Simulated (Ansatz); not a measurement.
**Pt wire along [100], 37 atoms a period: bands along the axis**

What gap, if any, does the Pt wire along [100], 37 atoms a period have, and how many channels would it open?

Program: Ansatz 0.2.0. Level of theory: DFT PBE, plane waves, PAW; relaxation of a wire's period; PAW set soft_1, in the first sound run; inputs show where later runs differ. Results are calculated unless marked as measured.

### 1. Starting point

The cell holds 37 atoms: 37 Pt. Cell: a = 18.710 Å, b = 18.710 Å, c = 3.970 Å, α = 90.0°, β = 90.0°, γ = 90.0°. Vacuum lies along a and b. The structure's axis is c.

### 2. Relaxation of atoms and period

Band widths follow the bond lengths, so the wire is relaxed first. The atoms and the third cell vector are free; the box across stays fixed as vacuum. A Fermi-Dirac smearing is set since the result may be a metal. The pressure printed is a third of the stress's trace over the whole box, vacuum included; only the stress along the axis is relaxed.

The input, input.yaml:

```yaml
crystal:
  lattice:
    - [18.71, 0.0, 0.0]
    - [0.0, 18.71, 0.0]
    - [0.0, 0.0, 3.97]
  atoms:
    - { symbol: Pt, position: [0.181721005, 0.393907002, 0.0] }
    - { symbol: Pt, position: [0.181721005, 0.606092998, 0.0] }
    - { symbol: Pt, position: [0.287814003, 0.287814003, 0.0] }
    - { symbol: Pt, position: [0.287814003, 0.5, 0.0] }
    - { symbol: Pt, position: [0.287814003, 0.712185997, 0.0] }
    - { symbol: Pt, position: [0.393907002, 0.181721005, 0.0] }
    - { symbol: Pt, position: [0.393907002, 0.393907002, 0.0] }
    - { symbol: Pt, position: [0.393907002, 0.606092998, 0.0] }
    - { symbol: Pt, position: [0.393907002, 0.818278995, 0.0] }
    - { symbol: Pt, position: [0.5, 0.287814003, 0.0] }
    - { symbol: Pt, position: [0.5, 0.5, 0.0] }
    - { symbol: Pt, position: [0.5, 0.712185997, 0.0] }
    - { symbol: Pt, position: [0.606092998, 0.181721005, 0.0] }
    - { symbol: Pt, position: [0.606092998, 0.393907002, 0.0] }
    - { symbol: Pt, position: [0.606092998, 0.606092998, 0.0] }
    - { symbol: Pt, position: [0.606092998, 0.818278995, 0.0] }
    - { symbol: Pt, position: [0.712185997, 0.287814003, 0.0] }
    - { symbol: Pt, position: [0.712185997, 0.5, 0.0] }
    - { symbol: Pt, position: [0.712185997, 0.712185997, 0.0] }
    - { symbol: Pt, position: [0.818278995, 0.393907002, 0.0] }
    - { symbol: Pt, position: [0.818278995, 0.606092998, 0.0] }
    - { symbol: Pt, position: [0.181721005, 0.5, 0.5] }
    - { symbol: Pt, position: [0.287814003, 0.393907002, 0.5] }
    - { symbol: Pt, position: [0.287814003, 0.606092998, 0.5] }
    - { symbol: Pt, position: [0.393907002, 0.287814003, 0.5] }
    - { symbol: Pt, position: [0.393907002, 0.5, 0.5] }
    - { symbol: Pt, position: [0.393907002, 0.712185997, 0.5] }
    - { symbol: Pt, position: [0.5, 0.181721005, 0.5] }
    - { symbol: Pt, position: [0.5, 0.393907002, 0.5] }
    - { symbol: Pt, position: [0.5, 0.606092998, 0.5] }
    - { symbol: Pt, position: [0.5, 0.818278995, 0.5] }
    - { symbol: Pt, position: [0.606092998, 0.287814003, 0.5] }
    - { symbol: Pt, position: [0.606092998, 0.5, 0.5] }
    - { symbol: Pt, position: [0.606092998, 0.712185997, 0.5] }
    - { symbol: Pt, position: [0.712185997, 0.393907002, 0.5] }
    - { symbol: Pt, position: [0.712185997, 0.606092998, 0.5] }
    - { symbol: Pt, position: [0.818278995, 0.5, 0.5] }
kpoints:
  mp_grid: { grid: [1, 1, 21] }
scf:
  occupations: { method: fermi_dirac, width: 0.05 }
hamiltonian:
  xc: pbe
  pseudopotentials: { kind: paw, azcp: { folder: soft_1 } }
relax:
  cell: { fix: [a, b, alpha, beta, gamma] }
  max_steps: 45
  f_tol: 0.03
```

Started as:

```
$ ansatz run input.yaml --threads 16 --pin off --max-ram 61440MiB --backend cuda --events-out ev --progress --plain --runs-dir out --max-vram 78GiB
```

Numbers of over 12 decimals in the logs are rounded to 6 here.

The program printed:

```text
Engine: ansatz 0.2.0, aarch64-unknown-linux-gnu
Pseudopotentials: kind: paw
Pseudopotential: Pt, paw, valence charge 18, recommended cutoff 420 eV (normal), soft_1/Pt.paw.azcp
Functional definition: PBE
  parameter kappa = 0.804
  parameter beta = 0.066725
  exchange = pbe_x(kappa = kappa, mu = beta*pi^2/3)
  correlation = pbe_c(beta = beta)
[...]
Crystal: 37 atoms, lattice volume = 1389.754 Å³
Basis set: ecut = 420 eV, 27153 PW (Γ), exchange–correlation on 256×256×54 points (8 copies of the dense FFT grid, shifted against one another)
Bands: 400, of which v1, the nominal top of the filled ones, is band 333 counted from 1 (332 counted from 0)
Symmetry: 16 space group operations
Space group: P4/mmm (ITA 123), of the structure as read, at distance tolerance 1.1e-4 Å
k-points: 11 of 21
Non-local potential: Pt, projectors of the file, l = 0: 3, l = 1: 2, l = 2: 2, l = 3: 1
PAW form: soft (Blöchl's): semilocal exchange-correlation on the pseudo side does not see the compensation charge
PAW one-centre angular grid: Pt, 590 points (default); XC on 64 Gauss nodes
Initial density: superposition of atomic densities (neutral atoms: chi_scale 0, normalization atom)
Initial wavefunctions: pseudopotential atomic-orbital guess
[...]
Functional: x = pbe(κ = 0.804, μ = 0.219515), c = pbe(β = 0.066725)
SCF iter   1: F=—  HF=-463403.519700 eV  |F-HF|=—  |Δ(HF+E_count)|=         —  Δρ=5.80e-2  dr2=9.66e1  ethr=3.10e-3  ⟨swp⟩=6.2  Hψ=15338  notcnv=0  defer=275
preconditioner: auto → LDOS  [metal: Δε(μ)=0.012 eV  Ē_g=6.469 eV  σ=0.050 eV  W_gap=0.06  n_scr=354 (ndim 8)  ℏωp=19.2 eV  f_vac=0.497  D(μ)=70.60/eV (n_scr^D=622)  β→1.0]
SCF iter   2: F=—  HF=-463400.724305 eV  |F-HF|=—  |Δ(HF+E_count)|=    2.80e0  Δρ=4.24e-2  dr2=4.07e1  ethr=3.10e-3  ⟨swp⟩=3.0  Hψ=10979  notcnv=0  defer=436
[...]
SCF iter  14: F=-463391.099728 eV  HF=-463391.099728 eV  |F-HF|=1.32e-8  |Δ(HF+E_count)|=   8.68e-8  Δρ=1.67e-6  dr2=5.30e-8  ethr=1.50e-11  ⟨swp⟩=4.0  Hψ=13909  notcnv=0
SCF 1 converged in 14 iterations: F = -463391.099728 eV  dr2 = 5.30e-8
  greatest PAW one-centre occupation: 1.000 electrons in one spin orbital (limit 2), on the Pt atom at site 10 (counted from 0), in its partial waves of l = 0
relax step   1: F+E_penalty+E_count = -463391.09972791 eV  Δ(F+E_penalty+E_count) = +0.000e0 eV  max|allowed force component| = 1.180e0 eV/Å  Δτ_max = 0.0000 Å  P = -3.936 GPa  Ω = 1389.754 Å³  fix = [a, b, alpha, beta, gamma]  reactions: a -3.698, b -3.698 GPa  (14 SCF iters, dr2 threshold 1.00e-7 eV, accepted)
[...]
Crystal: 37 atoms, lattice volume = 1340.352 Å³
Basis set: ecut = 420 eV, 26273 PW (Γ), exchange–correlation on 256×256×54 points (8 copies of the dense FFT grid, shifted against one another)
[...]
iter 1 solved again at ethr=1.74e-3 eV; its pass at ethr=3.10e-3 eV (dr2=1.16e1 eV) is discarded
SCF iter   1: F=—  HF=-463393.133659 eV  |F-HF|=—  |Δ(HF+E_count)|=         —  Δρ=1.70e-2  dr2=1.15e1  ethr=1.74e-3  ⟨swp⟩=3.2  Hψ=22515  notcnv=0
preconditioner: auto → LDOS  [metal: Δε(μ)=0.009 eV  Ē_g=7.008 eV  σ=0.050 eV  W_gap=0.04  n_scr=346 (ndim 8)  ℏωp=19.5 eV  f_vac=0.510  D(μ)=76.46/eV (n_scr^D=718)  β→1.0]
SCF iter   2: F=—  HF=-463392.663653 eV  |F-HF|=—  |Δ(HF+E_count)|=   4.70e-1  Δρ=5.92e-3  dr2=1.63e0  ethr=1.73e-3  ⟨swp⟩=2.2  Hψ=5485  notcnv=0
[...]
SCF iter  10: F=-463392.597115 eV  HF=-463392.597117 eV  |F-HF|=1.84e-6  |Δ(HF+E_count)|=   9.80e-7  Δρ=9.00e-6  dr2=2.28e-6  ethr=5.56e-10  ⟨swp⟩=3.0  Hψ=16001  notcnv=0
SCF 2 converged in 10 iterations: F = -463392.597115 eV  dr2 = 2.28e-6
  greatest PAW one-centre occupation: 1.000 electrons in one spin orbital (limit 2), on the Pt atom at site 17 (counted from 0), in its partial waves of l = 0
relax step   2: F+E_penalty+E_count = -463392.59711466 eV  Δ(F+E_penalty+E_count) = -1.497e0 eV  max|allowed force component| = 9.241e-1 eV/Å  Δτ_max = 0.1948 Å  P = +2.655 GPa  Ω = 1340.352 Å³  energy of the carried Pulay correction = +9.272e-3 eV  fix = [a, b, alpha, beta, gamma]  reactions: a +2.319, b +2.319 GPa  (10 SCF iters, dr2 threshold 3.70e-6 eV, accepted)
[...]
Crystal: 37 atoms, lattice volume = 1371.909 Å³
[...]
SCF 3 converged in 9 iterations: F = -463393.173871 eV  dr2 = 8.09e-7
[...]
SCF 4 converged in 9 iterations: F = -463393.277203 eV  dr2 = 1.40e-6
[...]
SCF 5 converged in 10 iterations: F = -463393.245472 eV  dr2 = 4.46e-7
[...]
SCF 6 converged in 14 iterations: F = -463393.297678 eV  dr2 = 1.75e-10
[...]
SCF 7 converged in 8 iterations: F = -463393.299165 eV  dr2 = 2.35e-10
[...]
SCF converged after 8 iterations
[...]
--- Relaxed structure (6 steps of the walk, 5 accepted, 1 SCFs on fresh bases) ---
  F+E_penalty+E_count = -463393.29916454 eV   max|allowed force component| = 1.562e-2 eV/Å   (the final SCF, on the basis selected at the relaxed cell)
  cell:  # Å, volume = 1395.7089 Å³
    - [18.71, 0.0, 0.0]
    - [0.0, 18.71, 0.0]
    - [0.0, 0.0, 3.987009]
  atoms:
    - { symbol: Pt, position: [0.191148, 0.404045, 0.0] }
    - { symbol: Pt, position: [0.191148, 0.595955, 0.0] }
    - { symbol: Pt, position: [0.291689, 0.291689, 0.0] }
    - { symbol: Pt, position: [0.296542, 0.5, 0.0] }
    - { symbol: Pt, position: [0.291689, 0.708311, 0.0] }
    - { symbol: Pt, position: [0.404045, 0.191148, 0.0] }
    - { symbol: Pt, position: [0.394792, 0.394792, 0.0] }
    - { symbol: Pt, position: [0.394792, 0.605208, 0.0] }
    - { symbol: Pt, position: [0.404045, 0.808852, 0.0] }
    - { symbol: Pt, position: [0.5, 0.296542, 0.0] }
    - { symbol: Pt, position: [0.5, 0.5, 0.0] }
    - { symbol: Pt, position: [0.5, 0.703458, 0.0] }
    - { symbol: Pt, position: [0.595955, 0.191148, 0.0] }
    - { symbol: Pt, position: [0.605208, 0.394792, 0.0] }
    - { symbol: Pt, position: [0.605208, 0.605208, 0.0] }
    - { symbol: Pt, position: [0.595955, 0.808852, 0.0] }
    - { symbol: Pt, position: [0.708311, 0.291689, 0.0] }
    - { symbol: Pt, position: [0.703458, 0.5, 0.0] }
    - { symbol: Pt, position: [0.708311, 0.708311, 0.0] }
    - { symbol: Pt, position: [0.808852, 0.404045, 0.0] }
    - { symbol: Pt, position: [0.808852, 0.595955, 0.0] }
    - { symbol: Pt, position: [0.189538, 0.5, 0.500000] }
    - { symbol: Pt, position: [0.283768, 0.386529, 0.500000] }
    - { symbol: Pt, position: [0.283768, 0.613471, 0.500000] }
    - { symbol: Pt, position: [0.386529, 0.283768, 0.500000] }
    - { symbol: Pt, position: [0.393883, 0.5, 0.500000] }
    - { symbol: Pt, position: [0.386529, 0.716232, 0.500000] }
    - { symbol: Pt, position: [0.5, 0.189538, 0.500000] }
    - { symbol: Pt, position: [0.5, 0.393883, 0.500000] }
    - { symbol: Pt, position: [0.5, 0.606117, 0.500000] }
    - { symbol: Pt, position: [0.5, 0.810462, 0.500000] }
    - { symbol: Pt, position: [0.613471, 0.283768, 0.500000] }
    - { symbol: Pt, position: [0.606117, 0.5, 0.500000] }
    - { symbol: Pt, position: [0.613471, 0.716232, 0.500000] }
    - { symbol: Pt, position: [0.716232, 0.386529, 0.500000] }
    - { symbol: Pt, position: [0.716232, 0.613471, 0.500000] }
    - { symbol: Pt, position: [0.810462, 0.5, 0.500000] }
```

The job ended after 29 s (1 × NVIDIA GB200 with 16 threads of Arm Neoverse V2, shared host; peak memory 1.6 GiB; 3.2 min of CPU time).

Relaxation path:

```
step  energy less that of the first step (eV)  largest force component (eV/Å)  pressure (GPa)  volume (Å³)
   1                                   0.0000                          1.1799           -3.94      1389.75
   2                                  -1.4974                          0.9241            2.65      1340.35
   3                                  -2.0741                          0.1502           -0.35      1371.91
   4                                  -2.1775                          0.1581           -0.18      1391.14
   5                                  -2.1457                          0.1834            0.07      1406.67
   6                                  -2.1980                          0.0156           -0.04      1395.71
   7                                  -2.1994                          0.0156           -0.03      1395.71
```

The log counts 1 steps on a newly chosen plane-wave basis, not all of them marked here; energy and pressure can jump at such steps. Relaxation step 5 was tried and not accepted.

Forces are held to the 16 operations that the run works with; a distortion that breaks them can't arise in this run.

```
cell as run  before  after  change
      c (Å)   3.970  3.987  +0.4 %
```

The atoms that moved most (Å, along periodic axes as changes of fractional coordinates times the final cell, across vacuum about the mean position):

```
atom      dx      dy     dz  length
Pt21  -0.176  -0.190  0.000   0.259
Pt16  -0.190  -0.176  0.000   0.259
 Pt2   0.176  -0.190  0.000   0.259
Pt13  -0.190   0.176  0.000   0.259
Pt20  -0.176   0.190  0.000   0.259
 Pt9   0.190  -0.176  0.000   0.259
 Pt1   0.176   0.190  0.000   0.259
 Pt6   0.190   0.176  0.000   0.259
```

Final coordinates:

```cif
data_structure
_symmetry_space_group_name_H-M 'P 1'
_symmetry_Int_Tables_number 1
_cell_length_a 18.7100
_cell_length_b 18.7100
_cell_length_c 3.9870
_cell_angle_alpha 90.000
_cell_angle_beta 90.000
_cell_angle_gamma 90.000
_cell_volume 1395.71
loop_
_atom_site_label
_atom_site_type_symbol
_atom_site_fract_x
_atom_site_fract_y
_atom_site_fract_z
_atom_site_occupancy
Pt1 Pt 0.19115 0.40404 0.00000 1
Pt2 Pt 0.19115 0.59596 0.00000 1
Pt3 Pt 0.29169 0.29169 0.00000 1
Pt4 Pt 0.29654 0.50000 0.00000 1
Pt5 Pt 0.29169 0.70831 0.00000 1
Pt6 Pt 0.40404 0.19115 0.00000 1
Pt7 Pt 0.39479 0.39479 0.00000 1
Pt8 Pt 0.39479 0.60521 0.00000 1
Pt9 Pt 0.40404 0.80885 0.00000 1
Pt10 Pt 0.50000 0.29654 0.00000 1
Pt11 Pt 0.50000 0.50000 0.00000 1
Pt12 Pt 0.50000 0.70346 0.00000 1
Pt13 Pt 0.59596 0.19115 0.00000 1
Pt14 Pt 0.60521 0.39479 0.00000 1
Pt15 Pt 0.60521 0.60521 0.00000 1
Pt16 Pt 0.59596 0.80885 0.00000 1
Pt17 Pt 0.70831 0.29169 0.00000 1
Pt18 Pt 0.70346 0.50000 0.00000 1
Pt19 Pt 0.70831 0.70831 0.00000 1
Pt20 Pt 0.80885 0.40404 0.00000 1
Pt21 Pt 0.80885 0.59596 0.00000 1
Pt22 Pt 0.18954 0.50000 0.50000 1
Pt23 Pt 0.28377 0.38653 0.50000 1
Pt24 Pt 0.28377 0.61347 0.50000 1
Pt25 Pt 0.38653 0.28377 0.50000 1
Pt26 Pt 0.39388 0.50000 0.50000 1
Pt27 Pt 0.38653 0.71623 0.50000 1
Pt28 Pt 0.50000 0.18954 0.50000 1
Pt29 Pt 0.50000 0.39388 0.50000 1
Pt30 Pt 0.50000 0.60612 0.50000 1
Pt31 Pt 0.50000 0.81046 0.50000 1
Pt32 Pt 0.61347 0.28377 0.50000 1
Pt33 Pt 0.60612 0.50000 0.50000 1
Pt34 Pt 0.61347 0.71623 0.50000 1
Pt35 Pt 0.71623 0.38653 0.50000 1
Pt36 Pt 0.71623 0.61347 0.50000 1
Pt37 Pt 0.81046 0.50000 0.50000 1
```

Numbers from this step:

```yaml
energy_at_zero_smearing: -463393.0008 eV
cell_length_along_the_wire: 3.987 Å
```

The cell's length comes to 3.987 Å with spin left out.

### 3. Bands of the perfect wire

This step: DFT PBE, plane waves, PAW; bands of a perfect wire; PAW set soft_1 (Ansatz 0.2.0).

At the relaxed period the bands are computed along the axis; those that cross an energy going forward count the channels that a perfect wire would open there.

The input, input.yaml:

```yaml
crystal:
  lattice:
    - [18.71, 0.0, 0.0]
    - [0.0, 18.71, 0.0]
    - [0.0, 0.0, 3.9870094142]
  atoms:
    - { symbol: Pt, position: [0.191148003, 0.404044616, 0.0] }
    - { symbol: Pt, position: [0.191148003, 0.595955384, 0.0] }
    - { symbol: Pt, position: [0.291688884, 0.291688884, 0.0] }
    - { symbol: Pt, position: [0.29654215, 0.5, 0.0] }
    - { symbol: Pt, position: [0.291688884, 0.708311116, 0.0] }
    - { symbol: Pt, position: [0.404044616, 0.191148003, 0.0] }
    - { symbol: Pt, position: [0.394791871, 0.394791871, 0.0] }
    - { symbol: Pt, position: [0.394791871, 0.605208129, 0.0] }
    - { symbol: Pt, position: [0.404044616, 0.808851997, 0.0] }
    - { symbol: Pt, position: [0.5, 0.29654215, 0.0] }
    - { symbol: Pt, position: [0.5, 0.5, 0.0] }
    - { symbol: Pt, position: [0.5, 0.70345785, 0.0] }
    - { symbol: Pt, position: [0.595955384, 0.191148003, 0.0] }
    - { symbol: Pt, position: [0.605208129, 0.394791871, 0.0] }
    - { symbol: Pt, position: [0.605208129, 0.605208129, 0.0] }
    - { symbol: Pt, position: [0.595955384, 0.808851997, 0.0] }
    - { symbol: Pt, position: [0.708311116, 0.291688884, 0.0] }
    - { symbol: Pt, position: [0.70345785, 0.5, 0.0] }
    - { symbol: Pt, position: [0.708311116, 0.708311116, 0.0] }
    - { symbol: Pt, position: [0.808851997, 0.404044616, 0.0] }
    - { symbol: Pt, position: [0.808851997, 0.595955384, 0.0] }
    - { symbol: Pt, position: [0.1895378, 0.5, 0.5] }
    - { symbol: Pt, position: [0.28376779, 0.386529077, 0.5] }
    - { symbol: Pt, position: [0.28376779, 0.613470923, 0.5] }
    - { symbol: Pt, position: [0.386529077, 0.28376779, 0.5] }
    - { symbol: Pt, position: [0.393882816, 0.5, 0.5] }
    - { symbol: Pt, position: [0.386529077, 0.71623221, 0.5] }
    - { symbol: Pt, position: [0.5, 0.1895378, 0.5] }
    - { symbol: Pt, position: [0.5, 0.393882816, 0.5] }
    - { symbol: Pt, position: [0.5, 0.606117184, 0.5] }
    - { symbol: Pt, position: [0.5, 0.8104622, 0.5] }
    - { symbol: Pt, position: [0.613470923, 0.28376779, 0.5] }
    - { symbol: Pt, position: [0.606117184, 0.5, 0.5] }
    - { symbol: Pt, position: [0.613470923, 0.71623221, 0.5] }
    - { symbol: Pt, position: [0.71623221, 0.386529077, 0.5] }
    - { symbol: Pt, position: [0.71623221, 0.613470923, 0.5] }
    - { symbol: Pt, position: [0.8104622, 0.5, 0.5] }
kpoints:
  mp_grid: { grid: [1, 1, 21] }
  band_path: { path: ["Γ", Z], npoints: 90 }
scf:
  occupations: { method: fermi_dirac, width: 0.05 }
hamiltonian:
  xc: pbe
  pseudopotentials: { kind: paw, azcp: { folder: soft_1 } }
output:
  dos: { e_range: [-5, 4] }
  write_potential: true
  write_density: true
  volumetric_format: npy
```

The program printed:

```text
[...]
Crystal: 37 atoms, lattice volume = 1395.709 Å³
Basis set: ecut = 420 eV, 27321 PW (Γ)
Bands: 400, of which v1, the nominal top of the filled ones, is band 333 counted from 1 (332 counted from 0)
Symmetry: 16 space group operations
[...]
k-points: 11 of 21
[...]
SCF iter   1: F=—  HF=-463405.222319 eV  |F-HF|=—  |Δ(HF+E_count)|=         —  Δρ=5.57e-2  dr2=5.42e1  ethr=3.10e-3  ⟨swp⟩=7.1  Hψ=16250  notcnv=0  defer=277
[...]
SCF iter   6: F=—  HF=-463393.309703 eV  |F-HF|=—  |Δ(HF+E_count)|=   1.50e-3  Δρ=6.42e-4  dr2=2.12e-2  ethr=8.77e-6  ⟨swp⟩=2.0  Hψ=5984  notcnv=0  defer=456
[...]
SCF iter  12: F=—  HF=-463393.299367 eV  |F-HF|=—  |Δ(HF+E_count)|=   2.39e-7  Δρ=4.75e-6  dr2=8.05e-7  ethr=7.40e-10  ⟨swp⟩=2.1  Hψ=5803  notcnv=0  defer=456
[...]
SCF iter  14: F=-463393.299367 eV  HF=-463393.299367 eV  |F-HF|=1.44e-8  |Δ(HF+E_count)|=   1.32e-8  Δρ=1.11e-6  dr2=2.74e-8  ethr=1.50e-11  ⟨swp⟩=13.9  Hψ=16291  notcnv=0
SCF 1 converged in 14 iterations: F = -463393.299367 eV  dr2 = 2.74e-8
[...]
NSCF: frozen V_eff on 91 k-points
[...]
SCF converged after 14 iterations
[...]
```

Wall time 24 s (1 × NVIDIA GB200 with 16 threads); peak memory 3.5 GiB; 3.8 min of CPU time.

This step gave:

* energy at zero smearing: -463393.0010 eV
* band gap: 0 eV

Electronic bands along the path, in eV, zero at the Fermi level; # counts the bands kept:

```
  point    #54    #55    #56    #57   #58   #59   #60   #61
      Γ  -0.02  -0.02  -0.02   0.02  0.04  0.09  0.17  0.20
halfway  -0.10  -0.10  -0.05   0.02  0.02  0.02  0.05  0.07
      Z  -0.13  -0.13  -0.08  -0.05  0.09  0.09  0.11  0.11
```

Between Γ and Z the bands cross the Fermi level 15 times, so a perfect wire would conduct at least 15 G₀, with spin left out.

### 4. Results

```
cell length, PBE                                            : 3.987 Å
ballistic conductance by band crossings, a lower bound, PBE : 15 G₀
```

In words: Under PBE the cell's length is 3.99 Å, and the bands cross the Fermi level 15 times between Γ and Z, which gives a perfect wire at least 15 G₀ (opposite crossings within one step of the path cancel in such a count). No spin was allowed, though thin wires with open d shells can turn magnetic. Spin-orbit coupling is left out, which matters for the bands of heavy atoms.

[Logs are printed without paths, hosts, clocks, repeated set-up lines and the standing remarks that a program may print on its own settings, such as how far it seeks lower states.]

[Hosts, paths, dates, database ids (printed as entryN), source tags and the programs' standing remarks are cut or masked in the printed files.]
